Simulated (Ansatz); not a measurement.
# The Ta2NS2 MXene bilayer (AA) between two gates, part 2 of 3

Aim: screening and gap of the neutral Ta2NS2 MXene bilayer (AA) between oppositely charged gates.

Ansatz 0.2.0; plane-wave DFT, PBE-D3(BJ), Ansatz PAW (the session's first sound run).

So far. Step 2 (Relaxing the slab): The lattice constant a goes from 3.155 to 3.281 Å.

### Step 3. Gated layer, displacement field 0, start network

The slab is cut off from its images along the normal. Two sheets of opposite charge stand for the gates, so the stack stays neutral in a displacement field; barriers ahead of the sheets keep electrons from leaking to them. The uncharged case sets the zero.

The cell differs from the one that the last finished run ended in (c 61.588 → 59.094 Å).

Input file input.yaml:

```yaml
crystal:
  lattice:
    - [3.2813843707, 0.0, 0.0]
    - [-1.6406921854, 2.8417622246, 0.0]
    - [0.0, 0.0, 59.0937227347]
  atoms:
    - { symbol: S, position: [0.3333333333, 0.6666666667, 0.3832894418] }
    - { symbol: Ta, position: [0.6666666667, 0.3333333333, 0.4102195289] }
    - { symbol: "N", position: [0.0, 0.0, 0.4294650246] }
    - { symbol: Ta, position: [0.3333333333, 0.6666666667, 0.4487512385] }
    - { symbol: S, position: [0.6666666667, 0.3333333333, 0.4755943751] }
    - { symbol: S, position: [0.3333333333, 0.6666666667, 0.5244056249] }
    - { symbol: Ta, position: [0.6666666667, 0.3333333333, 0.5512487615] }
    - { symbol: "N", position: [0.0, 0.0, 0.5705349754] }
    - { symbol: Ta, position: [0.3333333333, 0.6666666667, 0.5897804711] }
    - { symbol: S, position: [0.6666666667, 0.3333333333, 0.6167105582] }
  periodic: [true, true, false]
  symmetry: { detect: true }
kpoints:
  mp_grid: { grid: [30, 30, 1] }
  band_path:
    path: [[0, 0, 0], [0.5, 0, 0], [0.33333333, 0.33333333, 0], [0, 0, 0]]
    npoints: 16
hamiltonian:
  xc: pbe
  dispersion: d3bj
scf:
  occupations: { method: fermi_dirac, width: 0.05 }
  convergence: { dr2_threshold: 1.0e-10 }
output:
  forces: true
  eigenvalues: true
  dos: { projected: true, e_range: [-3, 3], de: 0.01 }
  write_potential: true
  write_density: true
  volumetric_format: npy
  elf: true
external_charges:
  - { charge: 0, barrier: 10, axis: 3, height: 39.944, sigma: 0.25 }
  - { charge: 0, barrier: 10, axis: 3, height: 19.15, sigma: 0.25 }
```

Started as:

```
ansatz run input.yaml --threads 4 --pin off --max-ram 12288MiB --backend cpu --events-out ev --progress --plain --runs-dir out
```

Numbers of over 12 decimals in the logs are rounded to 6 here.

What it wrote:

```text
[...]
Crystal: 10 atoms, lattice volume = 551.044 Å³
Basis set: ecut = 420 eV, 10985 PW (Γ), exchange–correlation on 48×48×800 points (8 copies of the dense FFT grid, shifted against one another)
Bands: 53, of which v1, the nominal top of the filled ones, is band 43 counted from 1 (42 counted from 0)
Symmetry: 6 space group operations
k-points: 91 of 900 (time reversal used)
[...]
SCF iter   1: F=—  HF=-44119.359499 eV  |F-HF|=—  |Δ(HF+E_count)|=         —  Δρ=2.70e-3  dr2=1.77e-1  ethr=1.77e-3  ⟨swp⟩=15.9  Hψ=38951  notcnv=0  defer=64
[...]
SCF iter  10: F=-44119.346148 eV  HF=-44119.346148 eV  |F-HF|=8.88e-10  |Δ(HF+E_count)|=   3.22e-9  Δρ=8.93e-8  dr2=4.86e-11  ethr=1.00e-12  ⟨swp⟩=29.7  Hψ=51574  notcnv=0
SCF 1 converged in 10 iterations: F = -44119.346148 eV  dr2 = 4.86e-11
[...]
NSCF: frozen V_eff on 49 k-points
WARN: The output density's exchange-correlation potential varies sharply where the density is thin. Do not read a vacuum level from v_tot or v_xc, or from such a field of the output density. On a cell that repeats whose density bears no net charge and no dipole along the vacuum's axis use v_es (v_loc + v_h of the components); under efield.dipole_correction with no amplitude use v_es + v_field, which holds any externa [...]
SCF converged after 10 iterations
Free energy (F): -44119.346148 eV
[...]
Internal energy: -44119.322726 eV  (E = F + TS)
E sigma→0 (E₀):  -44119.334437 eV
Entropy (-TS):   -0.023422 eV (-2.342 meV/atom)
Fermi energy:    -5.033994 eV
[...]
--- Forces (eV/Å), atoms and charges each counted from 1 ---
  atom   1  S     -0.00000000     0.00000000    -0.00858888
  atom   2  Ta    -0.00000000     0.00000000     0.02958003
  atom   3  N      0.00000000     0.00000000    -0.00356138
  atom   4  Ta     0.00000000    -0.00000000    -0.02144973
  atom   5  S     -0.00000000     0.00000000     0.01123509
  atom   6  S      0.00000000     0.00000000    -0.01123505
  atom   7  Ta     0.00000000     0.00000000     0.02144956
  atom   8  N      0.00000000    -0.00000000     0.00356122
  atom   9  Ta     0.00000000     0.00000000    -0.02957929
  atom  10  S     -0.00000000     0.00000000     0.00859158
  external charge   1     0.00000000     0.00000000     0.00363854
  external charge   2     0.00000000     0.00000000    -0.00364169
  max |Σ_I F_I| component, the external charges' with the atoms': 3.51e-9 eV/Å
--- Band table (eV; the first three rows and the last of 91) ---
  k-point 0: bands = [... 39 lower, -6.4239, -6.2085, -6.2085, -6.1558, -6.1558, -5.4528, -5.3398, -4.4102, ... 6 higher]
  k-point 1: bands = [... 39 lower, -6.5912, -6.1277, -6.0836, -6.0330, -5.9878, -5.4112, -5.2965, -4.3502, ... 6 higher]
  k-point 2: bands = [... 39 lower, -6.8322, -6.1500, -6.1030, -5.7969, -5.7507, -5.2911, -5.1734, -4.1970, ... 6 higher]
  k-point 90: bands = [... 39 lower, -8.7316, -5.2186, -5.2186, -5.2020, -5.2020, -4.6601, -4.4440, -2.5030, ... 6 higher]
```

Run time: 2.6 min. Hardware: 4 threads of Arm Neoverse V1, shared host; peak memory 2.3 GiB; 10 min of CPU time.

In the SCF lines HF is the Harris–Foulkes energy and dr2 the Hartree energy of the density residual, in eV; the loop may stop once dr2 is under the threshold and the program's other checks hold. Hψ counts applications of the Hamiltonian.

This step gave:

```yaml
energy_at_zero_smearing: -44119.3344 eV
potential_beyond_the_upper_barrier_and_gate_less_the_barrier_from_the_fermi_level: 5.034 eV
```

Running mean over a fixed 2.5 Å (it still follows the layers) of the planar mean; beyond a gate it holds the 10 eV model barrier. Electron's electrostatic potential energy less the Fermi level against z:

```
z (Å)  electron's electrostatic potential energy less the Fermi level (eV)
    4                                                                 15.0
    5                                                                 15.0
    6                                                                 15.0
    7                                                                 15.0
    8                                                                 15.0
    9                                                                 15.0
   10                                                                 15.0
   11                                                                 15.0
   12                                                                 15.0
   13                                                                 15.0
   14                                                                 15.0
   15                                                                 15.0
   16                                                                 15.0
   17                                                                 15.0
   18                                                                 14.4
   19                                                                 10.6
   20                                                                 6.61
   21                                                                 3.43
   22                                                                -1.46
   23                                                                -7.90
   24                                                                -11.7
   25                                                                -13.4
   26                                                                -12.9
   27                                                                -11.4
   28                                                                -6.00
   29                                                               -0.885
   30                                                               -0.602
   31                                                                -5.28
   32                                                                -11.2
   33                                                                -12.7
   34                                                                -13.5
   35                                                                -11.8
   36                                                                -8.63
   37                                                                -1.90
   38                                                                 3.03
   39                                                                 6.23
   40                                                                 10.3
   41                                                                 14.1
   42                                                                 15.0
   43                                                                 15.0
   44                                                                 15.0
   45                                                                 15.0
   46                                                                 15.0
   47                                                                 15.0
   48                                                                 15.0
   49                                                                 15.0
   50                                                                 15.0
   51                                                                 15.0
   52                                                                 15.0
   53                                                                 15.0
   54                                                                 15.0
   55                                                                 15.0
```

The density of states has structure finer than the step of the table below, so its rows give means over 0.1 eV, whole bins alone (the curve runs from -3 to 1.99 eV). Peaks (eV: height): -2.92: 15.7, -2.68: 10.6, 0.89: 6.44, 1.03: 6.88, 1.36: 10.3, 1.57: 10.4, 1.68: 8.37.

Table of density of states by energy, zero at the Fermi level; means over each step:

energy (eV), density of states (states/eV a cell) and a bar from the least value:
```
     -2.9       11.1 ##############################
     -2.8        7.5 ###################
     -2.7        7.9 ####################
     -2.6        5.8 #############
     -2.5        3.6 #######
     -2.4        4.0 ########
     -2.3        4.7 ##########
     -2.2        4.2 ########
     -2.1        3.5 ######
     -2.0        3.3 ######
     -1.9        2.8 ####
     -1.8        2.8 ####
     -1.7        2.8 ####
     -1.6        2.8 ####
     -1.5        2.9 ####
     -1.4        3.1 #####
     -1.3        3.1 #####
     -1.2        3.3 ######
     -1.1        3.2 ######
     -1.0        1.8 #
     -0.9        1.4 
     -0.8        1.7 #
     -0.7        2.6 ####
     -0.6        2.6 ####
     -0.5        2.5 ###
     -0.4        2.5 ###
     -0.3        2.6 ####
     -0.2        2.8 ####
     -0.1        2.9 ####
      0.0        3.0 #####
      0.1        2.7 ####
      0.2        2.6 ####
      0.3        2.5 ###
      0.4        2.5 ###
      0.5        2.6 ####
      0.6        2.7 ####
      0.7        3.1 #####
      0.8        3.5 ######
      0.9        5.1 ###########
      1.0        5.8 ##############
      1.1        5.5 #############
      1.2        7.2 ##################
      1.3        8.4 #####################
      1.4        9.4 ########################
      1.5        9.1 ########################
      1.6        8.0 ####################
      1.7        7.2 ##################
      1.8        5.0 ###########
      1.9        4.7 ##########
```

Projected DOS per atom over height of the atomic layer and energy from the Fermi level. Layers: S Ta N Ta S S Ta N Ta S from below.

Ten even steps from '0' (0.07 states/eV) to '9' (1.80 states/eV), each cell a mean:
```
0505005050
0818008180
0929009290
0727007270
0515005150
0302002030
0202002020
0202002020
0202002020
0202002020
0102002010
0101001010
0000000000
0101001010
1202112021
1101111011
1101111011
1101111011
3101331013
3101331013
5303553035
9313773139
```
Columns: height of the atomic layer (Å) from 22.6 to 36.4 (not evenly spaced); rows upwards: energy from the Fermi level (eV) from -2.98 to 1.97.

Electronic bands along the path, in eV, zero at the Fermi level:

```
  point  band 41  band 42  band 43  band 44  band 45  band 46  band 47  band 48
      Γ    -1.17    -1.17    -1.12    -1.12    -0.42    -0.31     0.62     0.76
halfway    -2.27    -2.07     0.22     0.25     0.50     0.66     1.20     1.25
      M    -2.48    -2.39     0.85     0.97     1.64     1.66     1.72     1.77
halfway    -1.53    -1.49     0.95     1.01     1.14     1.16     1.74     1.82
      K    -0.18    -0.18    -0.17    -0.17     0.37     0.59     2.53     2.53
halfway    -1.31    -0.99    -0.77    -0.75     1.36     1.38     1.79     2.03
      Γ    -1.17    -1.17    -1.12    -1.12    -0.42    -0.31     0.62     0.76
```

Valence density in the ca plane at fractional y = 0.333, with atoms of Ta and S within 0.2 Å of it. It is the smooth field of the valence electrons, not physical close to the nuclei.

Ten steps, logarithmic in the rise over the least value, from '0' (0.0 e/Å³) to '9' (4.2 e/Å³), each cell a mean:
```
54444456665321234456776544444566643100000000
64333467666521123458998643345676764200000000
74333466567531122369999743345664664200000000
74333467666531123469999643345666764200000000
64434456666421233457997544345666653100000000
54444455554211244545665444444555532100000000
55556544332112345554444555555443321000000000
55556543322112345554344555665433211000000000
55555544443212345544444555554444421000000000
```
Columns run along c (16.0 Å, from fractional 0.43 to 0.70 of the cell), rows up along a (3.3 Å). Atoms in or near the plane, at fractional coordinates: S at (0.48, 0.67), Ta at (0.55, 0.67), S at (0.62, 0.67).

ELF in the ca plane at fractional y = 0.333, with atoms of Ta and S within 0.2 Å of it. It is the smooth field of the valence electrons, not physical close to the nuclei.

Values, 5 rows by 16 columns, each cell a mean:
```
0.00 0.00 0.00 0.00 0.00 0.02 0.19 0.38 0.44 0.42 0.25 0.33 0.75 0.80 0.15 0.35
0.00 0.00 0.00 0.00 0.00 0.00 0.03 0.13 0.49 0.49 0.24 0.46 0.38 0.76 0.25 0.09
0.00 0.00 0.00 0.00 0.00 0.02 0.20 0.37 0.46 0.43 0.24 0.33 0.74 0.81 0.16 0.34
0.00 0.00 0.00 0.00 0.00 0.13 0.60 0.73 0.34 0.31 0.31 0.22 0.41 0.29 0.23 0.72
0.00 0.00 0.00 0.00 0.00 0.13 0.61 0.74 0.34 0.32 0.31 0.20 0.38 0.26 0.23 0.74
```
Columns run along c (16.0 Å, from fractional 0.26 to 0.53 of the cell), rows up along a (3.3 Å). Atoms in or near the plane, at fractional coordinates: Ta at (0.41, 0.67), S at (0.48, 0.67).

Electrostatic potential energy in the ca plane at fractional y = 0.333, with atoms of Ta and S within 0.2 Å of it. With pseudopotentials it is smooth inside the atoms' cores, unlike the true potential.

Values in eV, 5 rows by 16 columns, each cell a mean:
```
 10  10   5   0   0  -2 -12 -41 -18  -8 -12 -29  -6  -1  -6 -34
 10  10   5   0   0  -2 -20 -58 -29  -5 -19 -39 -13  -1  -8 -50
 10  10   5   0   0  -2 -13 -42 -19  -8 -12 -30  -6  -1  -6 -35
 10  10   5   0  -1  -6  -8 -11  -9 -17 -13  -5  -1  -3  -9  -9
 10  10   5   0  -1  -6  -8 -10  -8 -17 -13  -4  -1  -3  -9  -9
```
Columns run along c (16.0 Å, from fractional 0.28 to 0.56 of the cell; values clipped at the 3rd and 97th percentile), rows up along a (3.3 Å). Atoms in or near the plane, at fractional coordinates: Ta at (0.41, 0.67), S at (0.48, 0.67), Ta at (0.55, 0.67).

There is no gap.

### Step 4. Gated layer, displacement field 0.543 V/nm

input.yaml: that of step 3 with these lines changed.

```diff
@@ -32,3 +32,2 @@
   eigenvalues: true
-  dos: { projected: true, e_range: [-3, 3], de: 0.01 }
   write_potential: true
@@ -36,5 +35,6 @@
   volumetric_format: npy
-  elf: true
 external_charges:
   - { charge: 0, barrier: 10, axis: 3, height: 39.944, sigma: 0.25 }
+  - { charge: -0.002797, axis: 3, height: 41.444, sigma: 0.5 }
   - { charge: 0, barrier: 10, axis: 3, height: 19.15, sigma: 0.25 }
+  - { charge: 0.002797, axis: 3, height: 17.65, sigma: 0.5 }
```

What it wrote:

```text
[...]
Crystal: 10 atoms, lattice volume = 551.044 Å³
Basis set: ecut = 420 eV, 10985 PW (Γ), exchange–correlation on 48×48×800 points (8 copies of the dense FFT grid, shifted against one another)
Bands: 53, of which v1, the nominal top of the filled ones, is band 43 counted from 1 (42 counted from 0)
Symmetry: 6 space group operations
k-points: 91 of 900 (time reversal used)
[...]
SCF iter   1: F=—  HF=-44123.690761 eV  |F-HF|=—  |Δ(HF+E_count)|=         —  Δρ=4.81e-2  dr2=1.68e1  ethr=3.10e-3  ⟨swp⟩=15.4  Hψ=37682  notcnv=0  defer=73
[...]
SCF iter  12: F=-44119.345570 eV  HF=-44119.345570 eV  |F-HF|=3.57e-10  |Δ(HF+E_count)|=   1.35e-9  Δρ=4.81e-8  dr2=7.25e-12  ethr=1.00e-12  ⟨swp⟩=31.1  Hψ=52464  notcnv=0
SCF 1 converged in 12 iterations: F = -44119.345570 eV  dr2 = 7.25e-12
[...]
SCF converged after 12 iterations
Free energy (F): -44119.345570 eV
[...]
Internal energy: -44119.322147 eV  (E = F + TS)
E sigma→0 (E₀):  -44119.333858 eV
Entropy (-TS):   -0.023422 eV (-2.342 meV/atom)
Fermi energy:    -5.034131 eV
[...]
--- Forces (eV/Å), atoms and charges each counted from 1 ---
  atom   1  S      0.00000000    -0.00000000    -0.01187923
  atom   2  Ta    -0.00000000     0.00000000     0.03597401
  atom   3  N     -0.00000000     0.00000000    -0.00360304
  atom   4  Ta     0.00000000     0.00000000    -0.02385201
  atom   5  S     -0.00000000     0.00000000     0.01062206
  atom   6  S      0.00000000    -0.00000000    -0.01185093
  atom   7  Ta    -0.00000000     0.00000000     0.01903980
  atom   8  N      0.00000000    -0.00000000     0.00351469
  atom   9  Ta     0.00000000    -0.00000000    -0.02316409
  atom  10  S     -0.00000000     0.00000000     0.00544202
  external charge   1     0.00000000     0.00000000     0.00352086
  external charge   2     0.00000000     0.00000000    -0.00007599
  external charge   3     0.00000000     0.00000000    -0.00376396
  external charge   4     0.00000000     0.00000000     0.00007581
  max |Σ_I F_I| component, the external charges' with the atoms': 1.75e-8 eV/Å
--- Band table (eV; the first three rows and the last of 91) ---
  k-point 0: bands = [... 39 lower, -6.4239, -6.2088, -6.2088, -6.1557, -6.1557, -5.4530, -5.3399, -4.4104, ... 6 higher]
  k-point 1: bands = [... 39 lower, -6.5913, -6.1280, -6.0836, -6.0332, -5.9878, -5.4114, -5.2966, -4.3504, ... 6 higher]
  k-point 2: bands = [... 39 lower, -6.8322, -6.1502, -6.1030, -5.7971, -5.7507, -5.2913, -5.1735, -4.1972, ... 6 higher]
  k-point 90: bands = [... 39 lower, -8.7316, -5.2191, -5.2186, -5.2040, -5.2001, -4.6603, -4.4441, -2.5034, ... 6 higher]
```

Wall time 2.8 min (4 threads); peak memory 2.1 GiB.

Numbers from this step:

```yaml
energy_at_zero_smearing: -44119.3339 eV
potential_beyond_the_upper_barrier_and_gate_less_the_barrier_from_the_fermi_level: 5.256 eV
```

Electronic bands along the path, in eV, zero at the Fermi level:

(Unchanged from step 3.)

There is no gap.

Of the bands kept, 4 cross the Fermi level on this path.

### Step 5. Gated layer, displacement field 1.09 V/nm

input.yaml: that of step 4 with these lines changed.

```diff
@@ -37,4 +37,4 @@
   - { charge: 0, barrier: 10, axis: 3, height: 39.944, sigma: 0.25 }
-  - { charge: -0.002797, axis: 3, height: 41.444, sigma: 0.5 }
+  - { charge: -0.005595, axis: 3, height: 41.444, sigma: 0.5 }
   - { charge: 0, barrier: 10, axis: 3, height: 19.15, sigma: 0.25 }
-  - { charge: 0.002797, axis: 3, height: 17.65, sigma: 0.5 }
+  - { charge: 0.005595, axis: 3, height: 17.65, sigma: 0.5 }
```

What it wrote:

```text
[...]
Crystal: 10 atoms, lattice volume = 551.044 Å³
Basis set: ecut = 420 eV, 10985 PW (Γ), exchange–correlation on 48×48×800 points (8 copies of the dense FFT grid, shifted against one another)
Bands: 53, of which v1, the nominal top of the filled ones, is band 43 counted from 1 (42 counted from 0)
Symmetry: 6 space group operations
k-points: 91 of 900 (time reversal used)
[...]
--- Band table (eV; the first three rows and the last of 91) ---
  k-point 0: bands = [... 39 lower, -6.4240, -6.2096, -6.2096, -6.1556, -6.1556, -5.4535, -5.3402, -4.4110, ... 6 higher]
  k-point 1: bands = [... 39 lower, -6.5913, -6.1287, -6.0836, -6.0340, -5.9878, -5.4119, -5.2969, -4.3509, ... 6 higher]
  k-point 2: bands = [... 39 lower, -6.8322, -6.1509, -6.1032, -5.7978, -5.7508, -5.2918, -5.1738, -4.1977, ... 6 higher]
  k-point 90: bands = [... 39 lower, -8.7317, -5.2201, -5.2192, -5.2057, -5.1983, -4.6607, -4.4444, -2.5042, ... 6 higher]
[key lines of the parts left out:]
SCF converged after 12 iterations
Free energy (F): -44119.343833 eV
Fermi energy:    -5.034517 eV
```

Wall time 2.8 min (4 threads); peak memory 2.1 GiB; 11 min of CPU time.

There is no gap.

[end of part 2 of 3]

[Logs are printed without paths, hosts, clocks, repeated set-up lines and the standing remarks that a program may print on its own settings, such as how far it seeks lower states.]

[Hosts, paths, dates, database ids (printed as entryN), source tags and the programs' standing remarks are cut or masked in the printed files.]

[Maps of the electrostatic potential energy from Ansatz leave out the sawtooth potential of an applied field or a dipole correction, so their vacuum need not be flat; planar profiles and work functions include it.]
